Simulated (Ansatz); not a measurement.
Rows from a G0W0 calculation on Ba2ClF3 (P-3m1) (Ansatz 0.2.0; G0W0 on LDA, plane waves, PAW; 6×6×2 mesh, 56 empty bands, screening to 33 eV), in eV. Spin-orbit coupling is left out.

```tsv
row	Σx	Σc	Vxc	Z
A	-21.09	3.25	-16.71	0.80
B	-5.98	-3.19	-11.22	0.86
C	-5.01	-3.07	-9.64	0.87
D	-25.04	4.06	-19.53	0.79
E	-7.91	-3.15	-13.14	0.85
F	-5.23	-3.00	-9.77	0.86
```

**Question.** Which rows are filled states and which are empty ones, and how can one tell?

Filled: A and D. Empty: B, C, E and F. The sign of Σc tells: for a filled state bare exchange, which holds its interaction with itself, lies below Vxc (Σx − Vxc is -4.4 eV or lower here) and screening gives part back as a positive Σc. For an empty state Σx lies above Vxc (+4.5 eV or more) and the Coulomb hole leaves Σc negative.

[Paths, hosts, dates, memory and timing lines, banners, echoed tables and standing remarks are left out of the program output.]

[Logs are printed without paths, hosts, clocks, repeated set-up lines and the standing remarks that a program may print on its own settings, such as how far it seeks lower states.]

[Runs of the session that timed out or met a known fault of the program may be left out.]

[Cells called generated may have been cut or substituted from an entry of the Crystallography Open Database or the Materials Project.]

[Hosts, paths, dates, database ids (printed as entryN), source tags and the programs' standing remarks are cut or masked in the printed files.]
